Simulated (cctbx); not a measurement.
**Accept or mend?**

Cell a = 11.2240 Å, b = 11.2240 Å, c = 13.8710 Å, α = 90.00°, β = 90.00°, γ = 120.00°; space group R-3c (no. 167). The compound is NaCd3WS6.

Simulated single-crystal data (cctbx): synchrotron X-rays, λ = 0.4959 Å, to d = 0.77 Å, 80 % of the full sphere, strongest reflection 70000 counts, noise from counting, a 1.5 % proportional error and a noise floor of 15 counts (s.d.); no absorption, and some extinction, which the refinements don't model.

An anisotropic refinement with weights 1/σ² prints:

```text
Rint 0.015, 392 unique reflections to 0.77 A
cycle     R1     wR2    GooF  max shift (A)
   1  0.1067  0.2663  31.264   0.00296
   2  0.0228  0.0698   8.192   0.00003
final R1 0.0228 wR2 0.0698 GooF 8.192  parameters 18  data/parameter 21.8
atom        x        y        z      Ueq    occ   su(xyz)  su(Uiso or U11)
W1     0.00000  0.00000  0.00000   0.0030  1.000  0.00000  0.0002
Cd1    0.35585  0.35585  0.25000   0.0037  1.000  0.00006  0.0003
Na1    0.69725  0.52644  0.23100  -0.0185  1.000  0.00018  0.0007  NPD
S1     0.33333  0.66667  0.41667   0.0311  1.000  0.00000  0.0020
difference map: max 2.59 min -2.03 rms 0.36
Q1    0.0312  0.1988  0.9144   36    2.63  0.24 A from Na1
Q2    0.0710  0.5015  0.0838   36    0.42  1.34 A from Na1
Q3    0.0421  0.1565  0.5238   36    0.38  1.38 A from Na1
Q4    0.0373  0.2409  0.6837   36    0.37  1.40 A from Na1
Q5    0.0391  0.5243  0.1109   36    0.36  1.36 A from Na1
Q6    0.0632  0.2484  0.8098   36    0.36  1.33 A from Na1
```

**Question.** Can this result stand? If not, what is the likely fault?

Mend it. The fault: elements exchanged: S1 is Na and Na1 is S. Against the right model at the same level, R1 goes from 0.0051 to 0.0228 and GooF from 1.23 to 8.19, U of Na1 shrinks from 0.0044 to -0.0185 Å², U of S1 swells from 0.0058 to 0.0311 Å², the top difference peak, 2.6 e/Å³, lies on Na1, a hole of -2.0 e/Å³ opens and Na1 goes non-positive-definite. S1 has 5 electrons too many and its U swells to shed them, as expected; Na1 has 5 electrons too few and its U shrinks to make up, as expected.

The compound is NaCd3WS6. The right model at the same level gives:

```text
Rint 0.015, 392 unique reflections to 0.77 A
cycle     R1     wR2    GooF  max shift (A)
   1  0.0052  0.0107   1.255   0.00009
   2  0.0051  0.0105   1.230   0.00000
final R1 0.0051 wR2 0.0105 GooF 1.230  parameters 18  data/parameter 21.8
atom        x        y        z      Ueq    occ   su(xyz)  su(Uiso or U11)
W1     0.00000  0.00000  0.00000   0.0030  1.000  0.00000  0.0000
Cd1    0.35575  0.35575  0.25000   0.0037  1.000  0.00001  0.0000
S1     0.69715  0.52646  0.23119   0.0044  1.000  0.00003  0.0001
Na1    0.33333  0.66667  0.41667   0.0058  1.000  0.00000  0.0003
difference map: max 0.23 min -0.57 rms 0.09
Q1    0.0394  0.2419  0.8048   36    0.25  1.39 A from S1
Q2    0.0806  0.1890  0.1679   36    0.23  1.70 A from S1
Q3    0.0039  0.1304  0.1261   36    0.21  1.66 A from S1
Q4    0.0169  0.1517  0.0425   36    0.21  1.72 A from W1
Q5    0.0307  0.2621  0.2748   36    0.20  2.09 A from S1
Q6    0.0697  0.4987  0.0790   36    0.20  1.35 A from S1
```

The model was made for the exercise: a known structure type with other elements put in, its volume estimated, not relaxed; displacement parameters are assumed.

[Middle refinement cycles are left out of these outputs.]

[Logs are printed without paths, hosts, clocks, repeated set-up lines and the standing remarks that a program may print on its own settings, such as how far it seeks lower states.]
